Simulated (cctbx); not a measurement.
**EuCoPb3: as given, inverted or twinned?**

Space group I4mm (no. 107), a = 4.9640 Å, b = 4.9640 Å, c = 11.0880 Å, α = 90.00°, β = 90.00°, γ = 90.00°.

```csv
atom,mult.,x,y,z,Ueq (Å²)
Pb1,2,1/2,1/2,0.0900,0.0028
Pb2,4,0,1/2,0.2477,0.0031
Eu1,2,0,0,0.0046,0.0030
Co1,2,0,0,0.3472,0.0053
```

The model is made up (kin elements in a known structure type, no relaxation), so it says nothing on whether the phase exists.

Data sets are simulated with cctbx and refined with Bijvoet mates kept apart; Flack x is then fitted as the share of an inverted twin with the atoms fixed, Hooft y from the Bijvoet differences. The group is acentric but holds improper operations, so there is an absolute structure (orientation) and no hand.

Untwinned crystal. What Flack and Hooft values should come out?

| λ (Å) | extinction (unmodelled) | d min (Å) | top counts | error (%) | model | R1 | Flack x | s.u. | Hooft y | s.u. | pairs |
| --- | --- | --- | --- | --- | --- | --- | --- | --- | --- | --- | --- |
| 0.71073 | 0 | 0.77 | 20000 | 3 | as given | 0.0082 | -0.004 | 0.018 | -0.004 | 0.011 | 107 |
| 0.71073 | 0 | 0.77 | 20000 | 3 | inverted | 0.0446 | 0.90 | 0.02 | 1.021 | 0.012 | 107 |
| 1.54184 | 0.3 | 0.83 | 70000 | 6 | as given | 0.0136 | 0.000 | 0.011 | -0.002 | 0.011 | 85 |

With Mo Kα, x is within 3 s.u. of 0, so the absolute structure is right. With Cu Kα, x is within 3 s.u. of 0, so the absolute structure is right. Inverting the model turns x into about 1 − x.

A further crystal gives:

```csv
λ (Å),extinction (unmodelled),d min (Å),top counts,error (%),model,R1,Flack x,s.u.,Hooft y,s.u.,pairs
0.71073,0,0.75,70000,2,as given,0.0138,0.296,0.01,0.305,0.006,114
```

**Question.** What is it?

It was simulated as an inversion twin with a fraction 0.3 of the inverted domain. Flack x is over 3 s.u. from both 0 and 1 and reads that fraction.

[Logs are printed without paths, hosts, clocks, repeated set-up lines and the standing remarks that a program may print on its own settings, such as how far it seeks lower states.]
